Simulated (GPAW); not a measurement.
Consider wurtzite (GaN)1-x(AlN)x, x = 0.25.

```xyz
16
Lattice="6.3395 0.0000 0.0000 0.0000 5.4902 0.0000 0.0000 0.0000 5.1342" Properties=species:S:1:pos:R:3 pbc="T T T"
Ga    0.0281    5.4849    5.1342
N     0.0536    1.8525    0.6047
Ga    0.0230    1.8344    2.5674
N     0.0559    5.4666    3.1734
Al    1.5837    2.7602    5.1326
N     1.5871    4.5123    0.6808
Al    1.5860    4.5594    2.5660
N     1.5829    2.8077    3.2472
Ga    3.1460    5.4848    5.1342
N     3.1133    1.8519    0.6043
Ga    3.1412    1.8337    2.5671
N     3.1166    5.4655    3.1729
Ga    4.7533    2.7340    0.0062
N     4.7562    4.5858    0.6175
Ga    4.7559    4.5834    2.5726
N     4.7516    2.7317    3.1864
```

Absorber: atom 2, with 1 Al at 1.88 Å, 2 Ga at 1.95 Å and 1 Ga at 1.96 Å (distorted tetrahedral). Method: GPAW, LDA, excited-electron core hole (neutral cell), 16-atom cell with 5.1 Å between holes, 4×4×5 k points, dipole transitions, Gaussian full width 0.9 eV up to 4 eV, rising linearly to 3.5 eV at 25 eV.

Question: What does the N K edge look like?

Main maxima up to 24 eV above the zero (height): 3.3 eV (2.36), 4.6 eV (2.55), 7.1 eV (1.76) and 21.9 eV (1.03). A K edge sees empty p states on the absorber. The total-energy difference is 403.06 eV. One term is added: -7.76 eV, since the hole is spin-paired here and a spin-polarised one costs that much less in the free atom (computed apart). The photon energy is then 395.30 eV. The functional leaves an error in such absolute values: in the free atom LDA prices this hole 3.5 eV below PBE (computed apart), and PBE is itself good to a few eV.

The N K spectrum (energy from the bottom of the conduction band, which holds the excited electron; intensity scaled to a mean of 1 over the first 20 eV):

```csv
E (eV),isotropic,ε ∥ x,ε ∥ y,ε ∥ z
-2.0,0.00,0.00,0.00,0.00
-1.0,0.00,0.00,0.00,0.00
0.0,0.00,0.01,0.00,0.00
1.0,0.11,0.16,0.11,0.07
2.0,0.73,0.80,0.70,0.69
3.0,2.27,1.80,2.10,2.92
4.0,2.31,2.01,2.63,2.30
5.0,2.38,2.06,2.89,2.20
6.0,1.71,1.67,1.57,1.88
7.0,1.75,1.89,1.46,1.90
8.0,1.35,1.47,1.11,1.47
9.0,0.90,1.09,0.90,0.69
10.0,0.79,0.97,1.00,0.41
11.0,0.81,0.88,1.04,0.50
12.0,0.71,0.69,0.72,0.72
13.0,0.50,0.40,0.41,0.69
14.0,0.36,0.28,0.30,0.51
15.0,0.39,0.34,0.35,0.48
16.0,0.46,0.42,0.43,0.53
17.0,0.52,0.49,0.47,0.61
18.0,0.65,0.65,0.58,0.71
19.0,0.79,0.86,0.76,0.76
20.0,0.89,1.01,0.90,0.75
21.0,0.98,1.11,1.03,0.80
22.0,1.03,1.13,1.06,0.89
23.0,0.94,1.00,0.91,0.91
24.0,0.78,0.79,0.71,0.83
```

The holes are only 5.1 Å apart, so the shape is probably not converged with cell size; no larger cell was run here. The mesh is coarse (0.29 Å⁻¹ between points), so small maxima may be mesh ripples.

[Banner, clock and machine lines of the logs are left out without a mark of their own.]

[Logs are printed without paths, hosts, clocks, repeated set-up lines and the standing remarks that a program may print on its own settings, such as how far it seeks lower states.]

[Hosts, paths, dates, database ids (printed as entryN), source tags and the programs' standing remarks are cut or masked in the printed files.]

[Lists of maxima count a maximum above −3 eV only where it reaches 4 % of the highest in the window and stands out from its surroundings by 2 % of it (1.5 % where it reaches 55 %); shoulders and weaker maxima are passed over, and of the rest the first, up to two pre-edge ones and the few strongest are named.]
